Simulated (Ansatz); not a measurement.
# Formation energy and levels of the vacancy V_F (site 2) in KYBeF6 (P2_1/m), part 2 of 2

Wanted: the transition levels of a vacancy in KYBeF6 (P2_1/m), from a cell of 72 host atoms with 1 F taken out.

Ansatz; place-levels on PBEsol runs: charge-transition levels and formation energies with image-charge correction and potential alignment at the atomic sites.

So far: The structure; What was run first.

## (3) Levels against the band edges, PBEsol

A charged cell interacts with its images and the background, and its potential has another zero than the host's. place-levels removes the first by a point-charge model, screened by the static dielectric constant since the ions have relaxed around the charge, and the second by comparing potentials at atoms far from the defect.

The host is a run of the defect-free crystal in the same cutoffs, grids and k-points, so that basis and sampling errors cancel in part in the differences. Its band edges come from a run of the primitive cell that searches the zone for them. Chemical potentials are energies per atom of F (F2 molecule), run with the same functional and cutoff.

Input file levels.point.yaml:

```yaml
host:
  run: host.point.run
  levels_from: { run: edges.point.run }
states: [qm1.point.run, q0_M1.point.run, qp1.point.run]
geometry_from:
  qm1.point.run: qm1.relax.run
  q0_M1.point.run: q0_M1.relax.run
  qp1.point.run: qp1.relax.run
  host.point.run: host.relax.run
chemical_potentials:
  F:
    energy: -797.642924
    dataset: <sha256 of the dataset>
epsilon: [2.2, 2.26, 2.2]
static_epsilon:
  - [7.72, 0.0, 0.52]
  - [0.0, 8.83, 0.0]
  - [0.52, 0.0, 8.62]
vertical:
  - { from: qm1.point.run, to: qm1.point_neutral.run }
  - { from: qp1.point.run, to: qp1.point_neutral.run }
```

Command:

```sh
ansatz place-levels levels.point.yaml -- --threads 4 --pin off --max-ram 7536MiB
```

Log:

```text
[... repeated set-up lines and file paths are left out, and long positions are rounded to six places ...]
(+1/0) 5.908 eV above the valence edge, 1.573 eV under the conduction edge
(0/-1) 6.568 eV above the valence edge, 0.913 eV under the conduction edge
formation energy of charge +1: +0.864 eV with the Fermi level at the valence edge
formation energy of charge 0: +6.772 eV with the Fermi level at the valence edge
formation energy of charge -1: +13.340 eV with the Fermi level at the valence edge
vertical -1 to 0: no energy, since no alignment is typed
  the change from vertical[0].from (qm1.point.run) to vertical[0].to (qm1.point_neutral.run): by its potential at epsilon [2.2, 2.26, 2.2] it stands at 0.414 0.537 0.588, with an rms radius of about 1.7 Å (0.9 1.0 1.0 Å across the planes of the cell's [...]
vertical +1 to 0: no energy, since no alignment is typed
  the change from vertical[1].from (qp1.point.run) to vertical[1].to (qp1.point_neutral.run): by its potential at epsilon [2.2, 2.26, 2.2] it stands at 0.419 0.562 0.581, with an rms radius of about 3.0 Å (1.7 1.7 1.8 Å across the planes of the cell's [...]
  edges by pbesol of host.levels_from (edges.point.run), its mesh sampled to repeats of 28.94 Å (the valence edge +0.027 eV and the conduction edge -0.314 eV from those of the host's own run), gap 7.481 eV; the host is sampled to repeats of 23.15 Å
  the defect's cells are sampled to repeats of 23.15 Å, like sampling
  charge +1: -80962.2570 eV with its correction of +0.136 eV, at epsilon [[7.72, 0, 0.52], [0, 8.83, 0], [0.52, 0, 8.62]], aligned at sites: -0.1084 eV, mean over 38 atomic sites at or beyond 4.70 Å from the defect at [0.4354, 0.5876, 0.6179], with +0.000000 [...]
  charge 0: +0.000 eV for its dipole among its images, +0.000 omitted
  charge -1: -80945.3997 eV with its correction of +0.284 eV, at epsilon [[7.72, 0, 0.52], [0, 8.83, 0], [0.52, 0, 8.62]], aligned at sites: -0.0403 eV, mean over 38 atomic sites at or beyond 4.70 Å from the defect at [0.4354, 0.5876, 0.6179], with +0.048553 [...]
  of states[2] (qp1.point.run): it parts from the run at its places by a charge that spreads by about 1.7 Å along one vector (1.3 Å or more is wide), by its potential at epsilon [2.2, 2.26, 2.2], taken for that of held ions (one typed too small widens it), [...]
  of states[1] (q0_M1.point.run): its displacements don't fall off away from the defect: farther atoms stand 0.018 Å off the host's places. [...]
  of vertical[1].from (qp1.point.run): its displacements don't fall off away from the defect: farther atoms stand 0.093 Å off the host's places. [...]
  of vertical[1].to (qp1.point_neutral.run): its displacements don't fall off away from the defect: farther atoms stand 0.093 Å off the host's places. [...]
```

Run time: 0.42 s. Hardware: 4 threads of Arm Neoverse V1, shared host.

Levels between the charges placed, in eV above the valence top:

```csv
,gap (eV),(+1/0),(0/−1)
PBEsol,7.48,5.91,6.57
```

Corrections by state:

```csv
charge,moment (μB),image terms and alignment (eV),band filling (eV),ε used,"over the lowest of its charge, as the program ranks them, band filling apart (eV)"
+1,0.0,0.136,-,"principal values (7.48, 8.83, 8.86)",0.000
0,1.0,0.000,-,-,0.000
−1,0.0,0.284,-,"principal values (7.48, 8.83, 8.86)",0.000
```

The charged structures listed were also run neutral, and place-levels reads from each pair, by the potential or the spins, how wide the charge is by which they differ; that can be the carrier of either run.

```csv
charge,rms radius (Å),spread where it is widest against the cell (Å),wide from (Å),reading
+1,3.0,1.69,1.27,wide
−1,1.7,1.01,1.27,narrow
```

The neutral runs of these pairs need not share the spin of the lowest neutral state, and very wide values only mean spread over the cell.

From the program's caveats on the states, each cut to its opening words:

- charge +1: it parts from the run at its places by a charge that spreads by about 1.7 Å along one vector (1.3 Å or more is wide), by its potential at epsilon [2.2, 2.26, [...]
- charge +1: its displacements don't fall off away from the defect: farther atoms stand 0.093 Å off the host's places
- charge 0 (1 μB): its displacements don't fall off away from the defect: farther atoms stand 0.018 Å off the host's places
- charge 0 (1 μB): flagged: stability check not made

Chemical potentials of the elements' reference phases, run alike. Formation energies (elemental references), with the Fermi level at the valence top and at the conduction bottom (gap 7.48 eV):

| charge | at valence top (eV) | at conduction bottom (eV) | correction included (eV) |
| --- | --- | --- | --- |
| +1 | 0.86 | 8.34 | 0.14 |
| 0 | 6.77 | 6.77 | 0.00 |
| −1 | 13.34 | 5.86 | 0.28 |

| Fermi level (eV) | lowest formation energy (eV) |
| --- | --- |
| 0.00 | 0.86 |
| 0.68 | 1.54 |
| 1.36 | 2.22 |
| 2.04 | 2.90 |
| 2.72 | 3.58 |
| 3.40 | 4.26 |
| 4.08 | 4.95 |
| 4.76 | 5.63 |
| 5.44 | 6.31 |
| 6.12 | 6.77 |
| 6.80 | 6.54 |
| 7.48 | 5.86 |

## (4) Effect of the sampling

The relaxations' own energies give the levels at their sampling, for comparison.

Input file levels.relax_mesh.yaml:

```yaml
host:
  run: host.relax.run
  levels_from: { run: edges.relax.run }
states: [qm1.relax.run, q0_M1.relax.run, qp1.relax.run]
chemical_potentials:
  F:
    energy: -797.642924
    dataset: <sha256 of the dataset>
```

Command:

```sh
ansatz place-levels levels.relax_mesh.yaml -- --threads 4 --pin off --max-ram 7536MiB
```

Log:

```text
(+1/0) 5.913 eV above the valence edge, 1.568 eV under the conduction edge
(0/-1) 6.585 eV above the valence edge, 0.896 eV under the conduction edge
formation energy of charge +1: +0.865 eV with the Fermi level at the valence edge
formation energy of charge 0: +6.779 eV with the Fermi level at the valence edge
formation energy of charge -1: +13.363 eV with the Fermi level at the valence edge
  edges by pbesol of host.levels_from (edges.relax.run), its mesh sampled to repeats of 28.94 Å (the valence edge +0.096 eV and the conduction edge -0.577 eV from those of the host's own run), gap 7.481 eV; the host is sampled to repeats of 14.79 Å
[... the lines on each state left out ...]
```

Wall time 0.16 s (4 threads).

Levels between neighbouring charges, in eV above the valence top:

|  | gap (eV) | (+1/0) | (0/−1) |
| --- | --- | --- | --- |
| one point at (¼, ¼, ¼) | 7.48 | 5.91 | 6.58 |
| a 2×2×2 shifted mesh | 7.48 | 5.91 | 6.57 |

Going from one point at (¼, ¼, ¼) to a 2×2×2 shifted mesh moves the levels that carry no band-filling term by up to 0.02 eV and formation energies against the elements by up to 0.02 eV.

## (5) What a wrong or other choice does

The levels are placed again with one choice changed, to see how much they rest on it.

levels.try0.yaml is levels.point.yaml with these lines changed:

```diff
-epsilon: [2.2, 2.26, 2.2]
-static_epsilon:
-  - [7.72, 0.0, 0.52]
-  - [0.0, 8.83, 0.0]
-  - [0.52, 0.0, 8.62]
+epsilon: 500.0
+static_epsilon: 500.0
```

Command:

```sh
ansatz place-levels levels.try0.yaml -- --threads 4 --pin off --max-ram 7536MiB
```

Log:

```text
(+1/0) 6.053 eV above the valence edge, 1.428 eV under the conduction edge
(0/-1) 6.429 eV above the valence edge, 1.052 eV under the conduction edge
formation energy of charge +1: +0.719 eV with the Fermi level at the valence edge
formation energy of charge 0: +6.772 eV with the Fermi level at the valence edge
formation energy of charge -1: +13.201 eV with the Fermi level at the valence edge
vertical -1 to 0: no energy, since no alignment is typed
vertical +1 to 0: no energy, since no alignment is typed
[...]
[... the lines on each state left out ...]
```

The change: a very large dielectric constant, which removes the point-charge term and changes the alignment.

Levels in eV above the valence top; the changed ones are not the defect's:

```
           gap (eV)  (+1/0)  (0/−1)
  changed      7.48    6.05    6.43
as set up      7.48    5.91    6.57
```

The largest shift is 0.14 eV.

## (6) Summary of results

| Property | Result |
| --- | --- |
| gap of the host | 7.48 eV (PBEsol) |
| level (plus 1/0) | 5.91 eV above the valence top |
| level (0/minus 1) | 6.57 eV above the valence top |
| lowest of the charges placed, just above the valence top (0.02 eV) | +1 |
| lowest of the charges placed, just below the conduction bottom (0.02 eV) | −1 |
| lowest formation energy at mid-gap of the charges run, elemental references | 4.60 eV |

Of the charges placed (−1, 0 and +1), the lowest changes at 5.91 eV (+1/0) and 6.57 eV (0/−1) above the valence top, in a gap of 7.48 eV. Charges above +1 and below −1 were not placed, so these runs say nothing of levels that involve them. States placed: +1 at 0 μB; 0 at 1 μB; −1 at 0 μB. Other spin states or structures, where not listed, weren't placed. Going from one point at (¼, ¼, ¼) to a 2×2×2 shifted mesh moves the levels that carry no band-filling term by up to 0.02 eV and formation energies against the elements by up to 0.02 eV. Limits: PBEsol makes the gap too small and tends to spread out bound carriers; where a gas molecule sets a chemical potential or the host's formation energy, its binding is uncorrected.

[Logs are printed without paths, hosts, clocks, repeated set-up lines and the standing remarks that a program may print on its own settings, such as how far it seeks lower states.]

[Hosts, paths, dates, database ids (printed as entryN), source tags and the programs' standing remarks are cut or masked in the printed files.]

[Where a table of states has a column of steps, it counts the stored structures, which are thinned; the runs took as many ionic steps or more.]

[A defect's name tells the site on which it was built; relaxed atoms can leave that site.]

[For some hosts the program warned that the k-mesh of the response run may be too coarse for force constants and the static dielectric constant; such warnings are not shown here.]
